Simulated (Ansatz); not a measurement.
# How Cr(100) screens a field, part 3 of 3

Wanted: the response of a Cr(100) slab to a perpendicular field.

Ansatz 0.2.0; plane-wave DFT, LDA, Ansatz PAW.

So far. Step 9 (Single point, field 0.4 V/Å): The dipole is 0.229 e·Å. Step 10 (The response): The induced dipole is that of a conductor 12.44 Å thick.

## (12) A changed input: efield.ramp_width = 0.15 and efield.amplitude = 0.1

Another changed input: it repeats the earlier run at 0.05 V/Å with efield.ramp_width from 0.06 to 0.15 and efield.amplitude from 0.05 to 0.1.

File input.yaml:

```yaml
crystal:
  lattice:
    - [2.88, 0.0, 0.0]
    - [0.0, 2.88, 0.0]
    - [0.0, 0.0, 26.64]
  atoms:
    - { symbol: Cr, position: [0.0, 0.0, 0.3378378378], spin: 2.0 }
    - { symbol: Cr, position: [0.5, 0.5, 0.3918918919], spin: -2.0 }
    - { symbol: Cr, position: [0.0, 0.0, 0.4459459459], spin: 2.0 }
    - { symbol: Cr, position: [0.5, 0.5, 0.5], spin: -2.0 }
    - { symbol: Cr, position: [0.0, 0.0, 0.5540540541], spin: 2.0 }
    - { symbol: Cr, position: [0.5, 0.5, 0.6081081081], spin: -2.0 }
    - { symbol: Cr, position: [0.0, 0.0, 0.6621621622], spin: 2.0 }
magnetization:
  spin_polarized: true
kpoints:
  mp_grid: { grid: [18, 18, 1] }
hamiltonian:
  xc: lda
scf:
  occupations: { method: fermi_dirac, width: 0.1 }
  convergence: { dr2_threshold: 1.0e-10 }
efield:
  axis: 3
  dipole_correction: true
  ramp_position: 0.97
  ramp_width: 0.15
  amplitude: 0.1
output:
  forces: true
  write_potential: true
  write_density: true
  volumetric_format: npy
```

Command:

```bash
$ ansatz run input.yaml --threads 4 --pin off --max-ram 6144MiB --backend cpu --events-out ev --progress --plain --runs-dir out
```

Numbers of over 12 decimals in the logs are rounded to 6 here.

The program printed:

```text
[...]
Crystal: 7 atoms, lattice volume = 220.963 Å³
Basis set: ecut = 420 eV, 4301 PW (Γ)
Bands: 68, of which v1, the nominal top of the filled ones, is band 49 counted from 1 (48 counted from 0)
Symmetry: 8 space group operations
k-points: 55 of 324
[...]
Starting moments: Σ|m| = 14 μB on 7 of 7 sites
[...]
SCF iter   1: F=—  HF=-23276.606509 eV  |F-HF|=—  |Δ(HF+E_count)|=         —  Δρ=1.03e-1 (↑1.03e-1 ↓9.82e-2)  dr2=5.78e1  dr2_m=1.03e1  M=1.669 μB ∫|m|=3.590 μB  β_m=1.00  ethr=3.10e-3  p=0.054 e·Å  D=4.41e-2 V/Å  ΔV_dip=-1.18 eV  dr2_dipole=2.83e-5  V_vac-E_F(+/−)=7.36/6.34 eV  ⟨swp⟩=9.2  Hψ=36595  notcnv=0
[...]
SCF iter  28: F=-23256.682789 eV  HF=-23256.682789 eV  |F-HF|=1.31e-10  |Δ(HF+E_count)|=    0.00e0  Δρ=2.53e-8 (↑2.53e-8 ↓2.51e-8)  dr2=1.85e-11  dr2_m=2.05e-14  M=-3.891 μB ∫|m|=10.305 μB  ethr=1.00e-12  p=0.057 e·Å  D=4.67e-2 V/Å  ΔV_dip=-1.24 eV  dr2_dipole=1.68e-12  V_vac-E_F(+/−)=4.58/3.63 eV  ⟨swp⟩=6.3  Hψ=27087  notcnv=0
WARN: efield: at this solve's end the planar-averaged density reaches 2.70e-5 e/Å³ inside the ramp window [0.9325, 0.1575] (bound 1e-5 e/Å³); by the running means of the window's planes the mean density over a ramp is at most 2.20e-5 e/Å³, which is held to the bound (the quickstart, § The vacuum guard, A window that rings); the window's nearer edge stands 4.80 Å from this solve's nearest atom along the axis. Its free energy, forces, stress, dipole, levels and responses can be off, and this figure does not tell by how much. A short vacuum, a low `basis.ecutwfc` or `basis.ecutrho_ratio` and negative occupations (`scf.occupations.method`) can put density there. [rest of the remark cut]
SCF 1 converged in 28 iterations: F = -23256.682789 eV  dr2 = 1.85e-11
[...]
SCF converged after 28 iterations
[...]
Magnetization: -3.8914 μB (47.0543 up, 50.9457 down)
Absolute magnetization: 10.3054 μB (∫|ρ↑−ρ↓|, with the PAW one-centre terms)
[...]
Per-site moments (μB) at R_I (Å): [(-2.337175, 1.028838), (1.114434, 1.028838), (-0.763310, 1.028838), (0.737212, 1.028838), (-0.763500, 1.028838), (1.117329, 1.028838), (-2.338031, 1.028838)]
Free energy (F): -23256.682789 eV
[...]
Internal energy: -23256.492601 eV  (E = F + TS)
E sigma→0 (E₀):  -23256.587695 eV
Entropy (-TS):   -0.190188 eV (-27.170 meV/atom)
Fermi energy:    4.507257 eV
Dipole field:    D = 0.046686 V/Å  (p = 0.057009 e·Å, saw-weighted, corrected)
Work function:   not extracted (applied field tilts the vacuum); planar V_es + V_field profile in the machine report
[...]
Vacuum region:   at the solve's end the planar-averaged density reaches 2.70e-5 e/Å³ inside the ramp window [0.9325, 0.1575] (bound 1e-5 e/Å³); by the running means of the window's planes the mean density over a ramp is at most 2.20e-5 e/Å³, which is held to the bound (the quickstart, § The vacuum guard, A window that rings)
[...]
--- Forces (eV/Å), atoms counted from 1 ---
  atom   1  Cr    -0.00000000     0.00000000     1.47097783
  atom   2  Cr    -0.00000000     0.00000000    -0.44765660
  atom   3  Cr     0.00000000     0.00000000     0.14273621
  atom   4  Cr    -0.00000000     0.00000000    -0.00000427
  atom   5  Cr     0.00000000     0.00000000    -0.14332678
  atom   6  Cr     0.00000000     0.00000000     0.44659768
  atom   7  Cr     0.00000000     0.00000000    -1.46931892
  max |Σ_I F_I| component: 5.14e-6 eV/Å
--- Band table (eV; the first three rows and the last of 110) ---
  k-point 0 ↑: bands = [... 45 lower, 3.8598, 4.1139, 4.4739, 4.6392, 4.8713, 4.9298, 4.9559, 4.9559, ... 15 higher]
  k-point 1 ↑: bands = [... 45 lower, 4.0465, 4.1898, 4.4537, 4.5518, 4.8143, 4.9056, 5.0608, 5.1560, ... 15 higher]
  k-point 2 ↑: bands = [... 45 lower, 4.2495, 4.2609, 4.3591, 4.6847, 4.8112, 4.8735, 5.1802, 5.2782, ... 15 higher]
  k-point 54 ↓: bands = [... 45 lower, 4.1714, 4.1714, 4.7147, 4.7496, 5.2373, 5.2396, 5.6111, 5.6590, ... 15 higher]
```

It took 2.7 min on 4 threads of Arm Neoverse V1, shared host; peak memory 1.4 GiB.

Numbers from this step:

| Item | Value |
| --- | --- |
| energy at zero smearing | -23256.5877 eV |
| total moment | -3.891 μB |
| site moments | -2.337, 1.114, -0.7633, 0.7372, -0.7635, 1.117, -2.338 μB |
| dipole along the normal | 0.05701 e·Å |

Force by atom:

| atom | x (eV/Å) | y (eV/Å) | z (eV/Å) | size |
| --- | --- | --- | --- | --- |
| Cr1 | 0.00 | 0.00 | 1.47 | 1.47 |
| Cr2 | 0.00 | 0.00 | -0.45 | 0.45 |
| Cr3 | 0.00 | 0.00 | 0.14 | 0.14 |
| Cr4 | 0.00 | 0.00 | 0.00 | 0.00 |
| Cr5 | 0.00 | 0.00 | -0.14 | 0.14 |
| Cr6 | 0.00 | 0.00 | 0.45 | 0.45 |
| Cr7 | 0.00 | 0.00 | -1.47 | 1.47 |

| quantity | this run | earlier run | difference |
| --- | --- | --- | --- |
| dipole along the normal (e·Å) | 0.05701 | 0.02851 | 0.028 |
| total moment (μB) | -3.891 | -3.892 | 2.3e-4 |

The applied field differs between the two, so the dipoles differ in any case.

## (13) Outcome

```yaml
work_function: 4.02 eV
image_plane_upper_face: 1.90 Å
induced_electrons_on_the_upper_face_over_eps_0e: -0.999
equivalent_conductor_thickness_p_eps_0ae: 12.4 Å
inner_field_over_outer_field: -4.1e-4
```

In words: The induced charge has its centre 1.90 Å outside the outermost atoms; this is the plane from which a capacitor's gap or an image potential counts. The equivalent conductor thickness exceeds the distance between the outer atoms by 3.80 Å, about the sum of the two image-plane distances. In the middle of the slab the field is screened to under 0.5 % of its outer value. The atoms are held at bulk positions with the tabulated experimental lattice constant. The magnetic order is the one reached from the typed start; other orders were not compared.

[Logs are printed without paths, hosts, clocks, repeated set-up lines and the standing remarks that a program may print on its own settings, such as how far it seeks lower states.]

[Hosts, paths, dates, database ids (printed as entryN), source tags and the programs' standing remarks are cut or masked in the printed files.]

[Maps of the electrostatic potential energy from Ansatz leave out the sawtooth potential of an applied field or a dipole correction, so their vacuum need not be flat; planar profiles and work functions include it.]
